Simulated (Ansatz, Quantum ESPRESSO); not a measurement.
**Ti (hcp): bulk modulus from a few volumes**

How stiff is hcp Ti under hydrostatic load? Each row relaxes cell and atoms at a set pressure. The phase is followed to these pressures whether or not it stays the stable one.

Calculated with Quantum ESPRESSO 7.5, PBEsol, GBRV 1.5 ultrasoft potentials, cutoff 680 eV, Fermi–Dirac smearing 0.05 eV, k-mesh 17×17×10, no spin polarisation, no spin-orbit coupling.

Reference cell, relaxed at zero pressure with PBEsol (P6_3/mmc): a = 2.9008 Å, b = 2.9008 Å, c = 4.5894 Å, α = 90.00°, β = 90.00°, γ = 120.00°.

```csv
atom,x,y,z
Ti,0.3333,0.6667,0.7500
Ti,0.6667,0.3333,0.2500
```

```csv
V (Å³/atom),V/V0,P (GPa),E − E0 (meV/atom)
17.3321,1.0365,−4.002,7.8
15.5368,0.9291,9.991,35.2
15.0601,0.9006,14.993,72.2
14.6374,0.8753,19.990,118.3
13.9131,0.8320,29.986,230.6
```

V0 = 16.7223 Å³ an atom, where the residual pressure P0 is −0.006 GPa. **Question.** Fit the Birch–Murnaghan law and give the pressure and the energy at V = 16.0844 Å³ an atom, a row left out above.

With the Eulerian strain f = ½[(V0/V)^(2/3) − 1] and F = (P − P0)/[3f(1 + 2f)^(5/2)], the third-order law is the line F = B0 + (3/2) B0 (B′ − 4) f.

| f | F (GPa) |
| --- | --- |
| 0.06522 | 112.82 |
| 0.04642 | 115.01 |
| 0.03614 | 116.18 |
| 0.02512 | 117.35 |
| −0.01180 | 119.85 |

A straight line through the 5 rows: the means are 0.03222 for f and 116.24 for F, Σ(Δx)² = 0.003294 and ΣΔxΔy = −0.2974, so the slope is −0.2974/0.003294 = −90.267 and the intercept 116.24 − (−90.267)(0.03222) = 119.15.

Hence B0 = 119.2 GPa and B′ = 4 + (−90.3)/(1.5 × 119.2) = 3.49. For the withheld volume f = 0.01313, F = 117.96 GPa and P = 4.95 GPa. The run itself gives 4.98 GPa, so the estimate misses by 0.03 GPa; the fitted rows themselves lie up to 0.12 GPa off the law.

Integrating the same law gives E − E0 = (9/2) B0 V0 f²[1 + (B′ − 4) f] + P0(V0 − V), with 1 GPa Å³ = 6.2415 meV: 9.6 meV an atom. The run itself gives 9.7 meV, so the estimate misses by 0.1 meV; the fitted rows themselves lie up to 0.6 meV off the law.

The same fit over all rows at other levels or in other programs gives B0 = 119 GPa with PBEsol (Ansatz).

Measured volume: 17.658 Å³ an atom (Acta Geologica Sinica 87 1275 2013), so V0 is −5.3 % off. A stiffness follows the volume as d ln B/d ln V = −B′, which moves B0 by about −17 % when it is taken at the measured volume.

The calculation is for a static lattice, while measurements hold thermal and zero-point motion.

[Logs are printed without paths, hosts, clocks, repeated set-up lines and the standing remarks that a program may print on its own settings, such as how far it seeks lower states.]
